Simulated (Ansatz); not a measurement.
Consider Rb2WCl6 (started from the K2PtCl6 type) (Fm-3m).

The structure was built from a prototype and need not be the compound's stable phase.

Symmetry: Fm-3m, No. 225, cubic system. The conventional cell has a = 9.535 Å, b = 9.535 Å, c = 9.535 Å, α = 90.00°, β = 90.00°, γ = 90.00°. Nearest to Rb lie 12 Cl at 3.37 Å. W has 6 Cl at 2.34 Å nearest. Cl has 1 W at 2.34 Å and 4 Rb at 3.37 Å nearest. Farther neighbours and most contacts between anions are not listed.

```cif
data_structure
_symmetry_space_group_name_H-M 'P 1'
_symmetry_Int_Tables_number 1
_cell_length_a 6.7423
_cell_length_b 6.7423
_cell_length_c 6.7423
_cell_angle_alpha 60.000
_cell_angle_beta 60.000
_cell_angle_gamma 60.000
_cell_volume 216.72
loop_
_atom_site_label
_atom_site_type_symbol
_atom_site_fract_x
_atom_site_fract_y
_atom_site_fract_z
_atom_site_occupancy
Rb1 Rb 0.25000 0.25000 0.25000 1
Rb2 Rb 0.75000 0.75000 0.75000 1
W3 W 0.00000 0.00000 0.00000 1
Cl4 Cl 0.24568 0.24568 0.75432 1
Cl5 Cl 0.75432 0.75432 0.24568 1
Cl6 Cl 0.24568 0.75432 0.24568 1
Cl7 Cl 0.75432 0.24568 0.75432 1
Cl8 Cl 0.75432 0.24568 0.24568 1
Cl9 Cl 0.24568 0.75432 0.75432 1
```

The structure was relaxed with LDA. The structure type comes from a generator and need not be one that this composition takes. The structure was generated from a model, not taken from a measurement. The runs that relaxed it are not among those shown. The program's search for lower electronic states was switched off, so nothing shows that the state found is the lowest. Spin-orbit coupling is left out unless a run names it. PAW set soft_2, made with PBE.

A constrained-RPA run (Ansatz 0.2.0; non-magnetic LDA; W t2g + anion p, bands v19 to c2, 2×2×2 mesh, medium accuracy) builds 21 functions on bands 7.7 eV wide, with 38.0 electrons in the window. The bare on-site interaction is 12.6 eV and the bare J 0.51 eV.

**Question.** Estimate U, U′ and J.

On the W t2g shell, U = 4.61 eV (37 % of the bare value), U′ = 3.82 eV, J = 0.38 eV.

The parent state is non-magnetic and the interaction static (zero frequency); U depends on the window and the orbitals, so it belongs to this model alone. Spin-orbit coupling, which is strong for atoms this heavy, is left out. A window that holds the anion p bands defines a model with explicit ligands; its U belongs to that model and is not the U of DFT+U. Coarse meshes can leave U off its limit, most where the target bands are metallic.

[Paths, hosts, dates, memory and timing lines, banners, echoed tables and standing remarks are left out of the program output.]

[Logs are printed without paths, hosts, clocks, repeated set-up lines and the standing remarks that a program may print on its own settings, such as how far it seeks lower states.]

[Runs of the session that timed out or met a known fault of the program may be left out.]

[Hosts, paths, dates, database ids (printed as entryN), source tags and the programs' standing remarks are cut or masked in the printed files.]
